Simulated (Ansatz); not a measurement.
## Bands, cutoff and cost in G0W0 for BaCu2SnS4 (P3_121)

How do accuracy and time trade against each other in G0W0 on BaCu2SnS4 (P3_121)?

Program: Ansatz 0.2.0. Level of theory: G0W0 on r2SCAN, plane waves, PAW. Results are calculated unless marked as measured.

This is a report of a sequence of runs, with most program output left out.

In doubt: one-shot GW on d or f shells is unsure (steps 2, 3, 4, 5, 6, 7), so the values of those runs are not to be relied on.

## 1. Starting point

The structure is trigonal, space group P3_121 (No. 152). Conventional cell: a = 6.437 Å, b = 6.437 Å, c = 15.831 Å, α = 90.00°, β = 90.00°, γ = 120.00°. Nearest to Ba lie 8 S at 3.23 to 3.34 Å. Nearest to Cu lie 4 S at 2.33 to 2.39 Å. Nearest to Sn lie 4 S at 2.45 to 2.46 Å. Nearest to S lie 2 Cu at 2.33 to 2.37 Å and 1 Sn at 2.46 Å and 2 Ba at 3.23 to 3.24 Å. Nearest to S lie 2 Cu at 2.33 to 2.39 Å and 1 Sn at 2.45 Å and 2 Ba at 3.26 to 3.34 Å. Farther neighbours and most contacts between anions are not listed.

The cell and positions are those that the Materials Project relaxed with its own functionals (PBE, PBE+U or r2SCAN), kept fixed. Spin-orbit coupling is left out unless a step names it. The default PAW set here is soft_2. Its files were made with PBE.

## 2. 244 empty bands, screening to 33 eV

Now the one-shot GW correction: screening in the RPA, then the self-energy of the levels asked for.

File input.yaml:

```yaml
crystal:
  lattice:
    - [6.4365004231, 0.0, 0.0]
    - [-3.2182502115, 5.5741728779, 0.0]
    - [0.0, 0.0, 15.830995]
  atoms:
    - { symbol: Ba, position: [0.426402, 0.426402, 0.5] }
    - { symbol: Ba, position: [0.0, 0.573598, 0.16666667] }
    - { symbol: Ba, position: [0.573598, 0.0, 0.83333333] }
    - { symbol: Cu, position: [0.369782, 0.43384, 0.745199] }
    - { symbol: Cu, position: [0.935942, 0.56616, 0.92146767] }
    - { symbol: Cu, position: [0.43384, 0.369782, 0.254801] }
    - { symbol: Cu, position: [0.064058, 0.630218, 0.41186567] }
    - { symbol: Cu, position: [0.56616, 0.935942, 0.07853233] }
    - { symbol: Cu, position: [0.630218, 0.064058, 0.58813433] }
    - { symbol: Sn, position: [0.704992, 0.0, 0.33333333] }
    - { symbol: Sn, position: [0.0, 0.704992, 0.66666667] }
    - { symbol: Sn, position: [0.295008, 0.295008, 0.0] }
    - { symbol: S, position: [0.765195, 0.65191, 0.335819] }
    - { symbol: S, position: [0.886715, 0.234805, 0.00248567] }
    - { symbol: S, position: [0.34809, 0.113285, 0.66915233] }
    - { symbol: S, position: [0.113285, 0.34809, 0.33084767] }
    - { symbol: S, position: [0.234805, 0.886715, 0.99751433] }
    - { symbol: S, position: [0.65191, 0.765195, 0.664181] }
    - { symbol: S, position: [0.939587, 0.440447, 0.54641] }
    - { symbol: S, position: [0.50086, 0.060413, 0.21307667] }
    - { symbol: S, position: [0.060413, 0.50086, 0.78692333] }
    - { symbol: S, position: [0.440447, 0.939587, 0.45359] }
    - { symbol: S, position: [0.49914, 0.559553, 0.12025667] }
    - { symbol: S, position: [0.559553, 0.49914, 0.87974333] }
kpoints:
  mp_grid: { grid: [6, 6, 2] }
hamiltonian:
  xc: r2scan
scf:
  occupations: { method: fixed }
gw:
  n_empty_bands: 244
  ecut_chi: 33
  qp_bands: [v2, c2]
  qp_kpoints: band_edges
  screening: { model: contour_deformation }
```

Command:

```bash
$ ansatz run input.yaml --threads 32 --pin off --max-ram 129024MiB --backend cuda --events-out ev --progress --plain --runs-dir out --devices 1 --max-vram 157GiB  # rebuilt from the run's record
```

Elapsed: 63 s, on 1 × NVIDIA GB200 with 32 threads of Arm Neoverse V2, shared host; peak memory 5.5 GiB; 2.7 min of CPU time.

This step gave:

```yaml
bands_summed: 373
rpa_eps_infinity_on_this_mesh_eigenvalues: 7.641, 8.505, 8.505
plane_waves_in_the_screening_matrix: 213
q_points_in_the_mesh: 72
g0w0_gap_on_the_mesh: 1.858 eV
k_of_the_valence_top: 0, 0, 0
k_of_the_conduction_bottom: 0, 0, 0
starting_gap_on_the_mesh: 0.6419 eV
z_at_the_valence_top: 0.7005
z_at_the_conduction_bottom: 0.7747
least_direct_g0w0_gap_on_the_computed_points: 1.858 eV
```

The gap on the mesh goes from 0.64 eV to 1.86 eV, a correction of +1.22 eV. Between the two edge states, bare exchange in place of the xc potential would open the gap by 8.33 eV, and correlation takes back 7.12 eV.

## 3. 691 empty bands, screening to 66 eV

Another rung: the empty bands reach about as high as the screening cutoff, so the two stay in balance.

input.yaml: that of step 2 with these lines changed.

```diff
@@ -37,4 +37,4 @@
 gw:
-  n_empty_bands: 244
-  ecut_chi: 33
+  n_empty_bands: 691
+  ecut_chi: 66
   qp_bands: [v2, c2]
```

Run time: 2.5 min. Hardware: 1 × NVIDIA GB200 with 32 threads; peak memory 10 GiB.

This step gave:

```yaml
bands_summed: 820
rpa_eps_infinity_on_this_mesh_eigenvalues: 7.608, 8.465, 8.465
plane_waves_in_the_screening_matrix: 723
q_points_in_the_mesh: 72
g0w0_gap_on_the_mesh: 1.184 eV
k_of_the_valence_top: 0, 0, 0
k_of_the_conduction_bottom: 0, 0, 0
starting_gap_on_the_mesh: 0.6419 eV
z_at_the_valence_top: 0.6894
z_at_the_conduction_bottom: 0.7679
least_direct_g0w0_gap_on_the_computed_points: 1.184 eV
```

Against the run with 6×6×2 mesh, 244 empty bands, screening to 33 eV, the gap moves by −0.67 eV.

## 4. 1487 empty bands, screening to 110 eV

input.yaml: that of step 3 with these lines changed.

```diff
@@ -37,4 +37,4 @@
 gw:
-  n_empty_bands: 691
-  ecut_chi: 66
+  n_empty_bands: 1487
+  ecut_chi: 110.0
   qp_bands: [v2, c2]
```

Elapsed: 7 min, on 1 × NVIDIA GB200 with 32 threads; peak memory 18 GiB; 18 min of CPU time.

This step gave:

```yaml
bands_summed: 1616
rpa_eps_infinity_on_this_mesh_eigenvalues: 7.579, 8.444, 8.444
plane_waves_in_the_screening_matrix: 1515
g0w0_gap_on_the_mesh: 0.9308 eV
k_of_the_valence_top: 0, 0, 0
k_of_the_conduction_bottom: 0, 0, 0
starting_gap_on_the_mesh: 0.6419 eV
least_direct_g0w0_gap_on_the_computed_points: 0.9308 eV
```

Against the run with 6×6×2 mesh, 691 empty bands, screening to 66 eV, the gap moves by −0.25 eV.

## 5. Changing the k mesh: 3×3×2 mesh, 691 empty bands, screening to 66 eV

A second mesh at equal bands and cutoff isolates the sampling error. Bands and cutoff differ from the step before, so it is read against an earlier run that matches them.

input.yaml: that of step 4 with these lines changed.

```diff
@@ -31,3 +31,3 @@
 kpoints:
-  mp_grid: { grid: [6, 6, 2] }
+  mp_grid: { grid: [3, 3, 2] }
 hamiltonian:
@@ -37,4 +37,4 @@
 gw:
-  n_empty_bands: 1487
-  ecut_chi: 110.0
+  n_empty_bands: 691
+  ecut_chi: 66
   qp_bands: [v2, c2]
```

The job ended after 19 s (1 × NVIDIA GB200 with 32 threads; peak memory 5.3 GiB).

Numbers from this step:

| Quantity | Value |
| --- | --- |
| bands summed | 820 |
| RPA ε∞ on this mesh (eigenvalues) | 8.419, 11.40, 11.40 |
| plane waves in the screening matrix | 723 |
| G0W0 gap on the mesh | 1.133 eV |
| k of the valence top | 0, 0, 0 |
| k of the conduction bottom | 0, 0, 0 |
| starting gap on the mesh | 0.6405 eV |
| least direct G0W0 gap on the computed points | 1.133 eV |

Against the run with 6×6×2 mesh, 691 empty bands, screening to 66 eV, the gap moves by −0.05 eV.

## 6. Changing the frequency model: 6×6×2 mesh, 691 empty bands, screening to 66 eV, plasmon pole

A plasmon pole stands in for the full frequency dependence of the screening; this run shows what that costs in accuracy.

input.yaml: that of step 5 with these lines changed.

```diff
@@ -31,3 +31,3 @@
 kpoints:
-  mp_grid: { grid: [3, 3, 2] }
+  mp_grid: { grid: [6, 6, 2] }
 hamiltonian:
@@ -41,2 +41,2 @@
   qp_kpoints: band_edges
-  screening: { model: contour_deformation }
+  screening: { model: godby_needs }
```

Run time: 1.9 min. Hardware: 1 × NVIDIA GB200 with 32 threads; peak memory 10 GiB; 15 min of CPU time.

Numbers from this step:

| Quantity | Value |
| --- | --- |
| bands summed | 820 |
| plasmon-pole fit frequency | 25.03 eV |
| RPA ε∞ on this mesh (eigenvalues) | 7.608, 8.465, 8.465 |
| plane waves in the screening matrix | 723 |
| G0W0 gap on the mesh | 1.149 eV |
| k of the valence top | 0, 0, 0 |
| k of the conduction bottom | 0, 0, 0 |
| starting gap on the mesh | 0.6419 eV |
| least direct G0W0 gap on the computed points | 1.149 eV |

Against the run with 6×6×2 mesh, 691 empty bands, screening to 66 eV, the gap moves by −0.03 eV.

## 7. Changing the files: 6×6×2 mesh, 691 empty bands, screening to 66 eV, hard PAW files

Other atomic data (hard PAW) test the pseudisation: the cutoff goes from 500 to 700 eV and the valence electrons from 258 to 282, which opens shells that were frozen.

input.yaml: that of step 6 with these lines changed.

```diff
@@ -34,2 +34,3 @@
   xc: r2scan
+  pseudopotentials: { kind: paw, source: ansatz }
 scf:
@@ -41,2 +42,2 @@
   qp_kpoints: band_edges
-  screening: { model: godby_needs }
+  screening: { model: contour_deformation }
```

The job ended after 4.1 min (1 × NVIDIA GB200 with 32 threads; peak memory 18 GiB).

This step gave:

```
bands summed                                 : 832
RPA ε∞ on this mesh (eigenvalues)            : 7.609, 8.474, 8.474
plane waves in the screening matrix          : 723
G0W0 gap on the mesh                         : 1.185 eV
k of the valence top                         : 0, 0, 0
k of the conduction bottom                   : 0, 0, 0
starting gap on the mesh                     : 0.6399 eV
least direct G0W0 gap on the computed points : 1.185 eV
```

Against the run with 6×6×2 mesh, 691 empty bands, screening to 66 eV, the gap moves by +0.001 eV.

## 8. Side by side

Times are wall times on 1 × NVIDIA GB200 with 32 threads of Arm Neoverse V2, shared host, good to a factor of about two.

```tsv
mesh	files	frequency	bands summed	cutoff (eV)	start (eV)	G0W0 (eV)	time	host memory (GiB)
6×6×2	default PAW	contour deformation	373	33	0.642	1.858	63 s	5.5
6×6×2	default PAW	contour deformation	820	66	0.642	1.184	2.5 min	10
6×6×2	default PAW	contour deformation	1616	110	0.642	0.931	7 min	18
3×3×2	default PAW	contour deformation	820	66	0.640	1.133	19 s	5.3
6×6×2	default PAW	plasmon pole	820	66	0.642	1.149	1.9 min	10
6×6×2	hard PAW	contour deformation	832	66	0.640	1.185	4.1 min	18
```

How the two edges are built up, in eV (the quasiparticle level is the starting level plus Σx plus Σc less Vxc):

```tsv
run	edge	start	Σx	Σc	Vxc	Z	QP
373 bands	valence top	7.57	-33.36	4.58	-28.37	0.70	7.16
373 bands	conduction bottom	8.21	-11.10	-2.54	-14.44	0.77	9.01
820 bands	valence top	7.57	-33.36	4.89	-28.37	0.69	7.47
820 bands	conduction bottom	8.21	-11.10	-2.90	-14.44	0.77	8.65
1616 bands	valence top	7.57	-33.36	4.93	-28.37	0.69	7.51
1616 bands	conduction bottom	8.21	-11.10	-3.12	-14.44	0.77	8.44
```

## 9. Outcome

| Item | Value |
| --- | --- |
| 373 bands, 33 eV | 1.858 eV |
| 820 bands, 66 eV | 1.184 eV |
| 1616 bands, 110 eV | 0.931 eV |
| estimated limit in bands and cutoff | 0.67 eV |
| mesh and start | 6×6×2, r2SCAN |

A line in one over the bands through the two highest rungs gives 0.67 eV, −0.26 eV from the top rung; the pair below gives 0.62 eV, in fair agreement. The rungs stand 1.19 eV (373 bands), 0.51 eV (820 bands) and 0.26 eV (1616 bands) from it. From 373 to 1616 bands the gap moves by −0.93 eV while the time grows 6.7-fold. Σc changes by +0.35 eV at the valence top and −0.58 eV at the conduction bottom, so both edges matter. On the 3×3×2 mesh in place of 6×6×2 the gap differs by −0.05 eV, of which −0.001 eV is already in the start. The plasmon-pole model gives −0.03 eV against contour deformation, 6 % of the correction. Hard PAW files move the gap by +0.001 eV at equal bands and cutoff, −0.002 eV of it in the start. A d shell, filled or nearly so, lies near the gap. One-shot GW converges very slowly in bands there, not always from below, and on a semilocal start the gap tends to come out low; starts rich in exact exchange can overshoot instead. The many-body steps are scalar-relativistic: spin-orbit coupling is not in them.

[Paths, hosts, dates, memory and timing lines, banners, echoed tables and standing remarks are left out of the program output.]

[Logs are printed without paths, hosts, clocks, repeated set-up lines and the standing remarks that a program may print on its own settings, such as how far it seeks lower states.]

[Runs of the session that timed out or met a known fault of the program may be left out.]

[Cells called generated may have been cut or substituted from an entry of the Crystallography Open Database or the Materials Project.]

[Hosts, paths, dates, database ids (printed as entryN), source tags and the programs' standing remarks are cut or masked in the printed files.]
